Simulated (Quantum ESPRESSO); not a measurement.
# λ and ρ(T) of Nb (Im-3m) from pw.x, ph.x and EPW

Aim: the electron–phonon coupling and the phonon-limited resistivity of Nb (Im-3m), by Wannier interpolation to fine meshes.

Program: Quantum ESPRESSO 7.5. Level of theory: DFT LDA, scalar-relativistic, plane waves, PseudoDojo 0.4.1 norm-conserving pseudopotentials. Results are calculated unless marked as measured.

**Measured values to reproduce.**

For Nb (bulk crystal), “Specific Heats and Enthalpies of Technical Solids at Low Temperatures” (1960, NBS Monograph 21, table 3) quotes earlier work: Sommerfeld coefficient γ (electronic heat capacity coefficient, an early compilation) 7.9 mJ/(mol K²).

For Nb (bulk crystal), “Assembling the puzzle of superconducting elements: A Review” (2005, arxiv:cond-mat/0410302) quotes earlier work: superconducting transition temperature (bulk, normal pressure) 9.25 K.

### 1. Set-up

It takes space group Im-3m (No. 229, cubic). The conventional cell has a = 3.328 Å, b = 3.328 Å, c = 3.328 Å, α = 90.00°, β = 90.00°, γ = 90.00°. Nb has 8 Nb at 2.88 Å nearest.

As a file:

```cif
data_structure
_symmetry_space_group_name_H-M 'Im-3m'
_symmetry_Int_Tables_number 229
_cell_length_a 3.3279
_cell_length_b 3.3279
_cell_length_c 3.3279
_cell_angle_alpha 90.000
_cell_angle_beta 90.000
_cell_angle_gamma 90.000
_cell_volume 36.86
loop_
_atom_site_label
_atom_site_type_symbol
_atom_site_symmetry_multiplicity
_atom_site_Wyckoff_symbol
_atom_site_fract_x
_atom_site_fract_y
_atom_site_fract_z
_atom_site_occupancy
Nb1 Nb 2 a 0.00000 0.00000 0.00000 1
```

### 2. Relaxation

The cell is relaxed under the functional used for all that follows.

relax.in reads:

```
 &control
    calculation='vc-relax',
    prefix='x',
    outdir='./tmp',
    pseudo_dir='./pseudo',
    tprnfor=.true.,
    tstress=.true.,
    etot_conv_thr=1.0d-05,
    forc_conv_thr=4.0d-04,
 /
 &system
    ibrav=0,
    nat=1,
    ntyp=1,
    ecutwfc=82.0,
    occupations='smearing',
    smearing='mv',
    degauss=0.02,
 /
 &electrons
    conv_thr=1.0d-11,
 /
 &ions
 /
 &cell
    press_conv_thr=0.4,
 /
ATOMIC_SPECIES
 Nb     92.9064  Nb.upf
CELL_PARAMETERS angstrom
    -1.663950000    1.663950000    1.663950000
     1.663950000   -1.663950000    1.663950000
     1.663950000    1.663950000   -1.663950000
ATOMIC_POSITIONS crystal
 Nb     0.000000000   0.000000000   0.000000000
K_POINTS automatic
 12 12 12 0 0 0
```

Command:

```bash
OMP_NUM_THREADS=1 mpirun -n 16 pw.x -nk 16 -in relax.in > relax.out
```

The log of the run:

```text
Program PWSCF v.7.5

     This program is part of the open-source Quantum ESPRESSO suite
     for quantum simulation of materials; please cite
         "P. Giannozzi et al., J. Phys.:Condens. Matter 21 395502 (2009);
         "P. Giannozzi et al., J. Phys.:Condens. Matter 29 465901 (2017);
         "P. Giannozzi et al., J. Chem. Phys. 152 154105 (2020);
     in publications or presentations arising from this work. More details at

     Message from routine setup:
     using ibrav=0 with symmetry is DISCOURAGED, use correct ibrav instead

     G-vector sticks info
     --------------------
     sticks:   dense  smooth     PW     G-vecs:    dense   smooth      PW
     Sum         731     731    261                12527    12527    2659

     Using Slab Decomposition

     bravais-lattice index     =            0
     lattice parameter (alat)  =       5.4463  a.u.
     unit-cell volume          =     124.3591 (a.u.)^3
     number of atoms/cell      =            1
     number of atomic types    =            1
     number of electrons       =        13.00
     number of Kohn-Sham states=           11
     kinetic-energy cutoff     =      82.0000  Ry
     charge density cutoff     =     328.0000  Ry
     scf convergence threshold =      1.0E-11
     mixing beta               =       0.7000
     number of iterations used =            8  plain     mixing
     energy convergence thresh.=      1.0E-05
     force convergence thresh. =      4.0E-04
     press convergence thresh. =      4.0E-01
     Exchange-correlation= SLA  PW   NOGX NOGC
                           (   1   4   0   0   0   0   0)
     nstep                     =           50

     celldm(1)=   5.446278  celldm(2)=   0.000000  celldm(3)=   0.000000
     celldm(4)=   0.000000  celldm(5)=   0.000000  celldm(6)=   0.000000

     crystal axes: (cart. coord. in units of alat)
               a(1) = (  -0.577350   0.577350   0.577350 )
               a(2) = (   0.577350  -0.577350   0.577350 )
               a(3) = (   0.577350   0.577350  -0.577350 )
[...]
number of Kohn-Sham states=           11
     number of k points=    72  Marzari-Vanderbilt smearing, width (Ry)=  0.0200
     estimated scf accuracy    <       0.08861779 Ry
     estimated scf accuracy    <       0.00561780 Ry
     estimated scf accuracy    <       0.00009835 Ry
     estimated scf accuracy    <       0.00000252 Ry
     estimated scf accuracy    <       0.00000049 Ry
     estimated scf accuracy    <          1.4E-10 Ry
     estimated scf accuracy    <          8.9E-11 Ry
     estimated scf accuracy    <       0.00000281 Ry
     estimated scf accuracy    <       0.00000065 Ry
     estimated scf accuracy    <          2.0E-10 Ry
     estimated scf accuracy    <          3.0E-10 Ry
     estimated scf accuracy    <          3.3E-12 Ry
     the Fermi energy is    18.6986 ev
!    total energy              =    -124.69226985 Ry
     estimated scf accuracy    <          1.7E-14 Ry
     convergence has been achieved in   9 iterations
          total   stress  (Ry/bohr**3)                   (kbar)     P=       -0.53
   JOB DONE.
```

Elapsed: 5.6 s, on 16 MPI ranks of Arm Neoverse V1, shared host.

Numbers from this step:

```yaml
free_energy: -1696.5248 eV
pressure: -0.05300 GPa
volume_per_atom: 17.16 Å³/atom
```

The volume ends at 17.16 Å³ an atom, -6.9 % from the start.

### 3. Ground state

Linear response needs a tightly converged ground state.

scf.in reads:

```
 &control
    calculation='scf',
    prefix='x',
    outdir='./tmp',
    pseudo_dir='./pseudo',
    tprnfor=.true.,
    tstress=.true.,
 /
 &system
    ibrav=0,
    nat=1,
    ntyp=1,
    ecutwfc=82.0,
    occupations='smearing',
    smearing='mv',
    degauss=0.02,
 /
 &electrons
    conv_thr=1.0d-12,
 /
ATOMIC_SPECIES
 Nb     92.9064  Nb.upf
CELL_PARAMETERS angstrom
    -1.624931000    1.624931000    1.624931000
     1.624931000   -1.624931000    1.624931000
     1.624931000    1.624931000   -1.624931000
ATOMIC_POSITIONS crystal
 Nb     0.000000000   0.000000000   0.000000000
K_POINTS automatic
 12 12 12 0 0 0
```

Command:

```bash
OMP_NUM_THREADS=1 mpirun -n 16 pw.x -nk 16 -in scf.in > scf.out
```

The log of the run:

```text
[banner, memory and clock lines left out]
[...]
number of Kohn-Sham states=           11
     number of k points=    72  Marzari-Vanderbilt smearing, width (Ry)=  0.0200
     estimated scf accuracy    <       0.07710936 Ry
     estimated scf accuracy    <       0.00412895 Ry
     estimated scf accuracy    <       0.00008908 Ry
     estimated scf accuracy    <       0.00000189 Ry
     estimated scf accuracy    <       0.00000041 Ry
     estimated scf accuracy    <          1.9E-10 Ry
     estimated scf accuracy    <          6.0E-11 Ry
     estimated scf accuracy    <          8.3E-12 Ry
     the Fermi energy is    18.6986 ev
!    total energy              =    -124.69226985 Ry
     estimated scf accuracy    <          2.0E-14 Ry
     convergence has been achieved in   9 iterations
          total   stress  (Ry/bohr**3)                   (kbar)     P=       -0.53
```

Wall time 1.9 s (16 MPI ranks); 28 s of CPU time.

Numbers from this step:

- Fermi energy: 18.70 eV

The Fermi level lies at 18.70 eV and the pressure is -0.053 GPa.

(Part 1 of 4 ends here.)

[The logs of pw.x and epw.x are selected lines.]

[Logs are printed without paths, hosts, clocks, repeated set-up lines and the standing remarks that a program may print on its own settings, such as how far it seeks lower states.]

[Hosts, paths, dates, database ids (printed as entryN), source tags and the programs' standing remarks are cut or masked in the printed files.]
